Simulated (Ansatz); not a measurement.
# NdTl3: which shell does photoemission see at 21.2 and 150 eV? (LDA)

The valence band of NdTl3 mixes several shells. Work out by hand which one leads the spectrum's area at each photon energy.

Filled states come from the projected DOS of Ansatz 0.2.0 (LDA+U, plane waves); cross sections σ and asymmetry parameters β are those of free atoms in a Dirac–Hartree–Slater calculation. A shell's area is states × σ × angular factor, which is 1 − β·P₂(cos θ)/2 for unpolarised light, with θ = 45° from the beam and P₂ = 0.250.

**At 21.2 eV** (states counted from 10.2 eV below the zero; other shells add 0.018 to the products' sum of 10.4):

| shell | filled states a cell | cross section (Mb an electron) | β | angular factor | product | share by hand (%) | share in the simulated spectrum (%) |
| --- | --- | --- | --- | --- | --- | --- | --- |
| Tl 6s | 3.86 | 0.209 | 0.85 | 0.89 | 0.721 | 7 | 7 |
| Tl 6p | 4.75 | 0.603 | 1.89 | 0.76 | 2.19 | 21 | 21 |
| Tl 5d | 0.26 | 0 | 0.00 | 1.00 | 0 | 0 | 0 |
| Nd 5d | 2.68 | 2.69 | 0.72 | 0.91 | 6.55 | 63 | 63 |
| Nd 4f | 3.05 | 0.369 | 1.24 | 0.85 | 0.952 | 9 | 9 |

**At 150 eV** (states counted from 21.2 eV below the zero; other shells add 0.18 to the products' sum of 2.9):

```
shell  filled states a cell  cross section (Mb an electron)      β  angular factor  product  share by hand (%)  share in the simulated spectrum (%)
Tl 6s                  3.97                         0.00871   1.37            0.83   0.0286                  1                                    1
Tl 6p                  5.04                         0.00399  -0.01            1.00   0.0201                  1                                    1
Tl 5d                 29.83                           0.042   1.91            0.76    0.955                 33                                   33
Nd 5d                  2.82                         0.00525  -0.62            1.08   0.0159                  1                                    1
Nd 4f                  3.07                           0.591   0.49            0.94      1.7                 59                                   59
```

Nd 5d leads at 21.2 eV and Nd 4f at 150 eV. Between the two energies σ of Nd 5d changes by a factor 0.0020 and that of Nd 4f by 1.6, so their ratio moves 821-fold in favour of the second. The simulated spectrum uses the same rule on the energy-resolved DOS, so the two share columns agree within a few points.

Only crystals where the two columns agree within 4 points and the lead is clear are worked in this form. Free-atom cross sections ignore the solid's final states, no escape depth or background enters, and the count of states a shell hangs on the projection.

[Logs are printed without paths, hosts, clocks, repeated set-up lines and the standing remarks that a program may print on its own settings, such as how far it seeks lower states.]
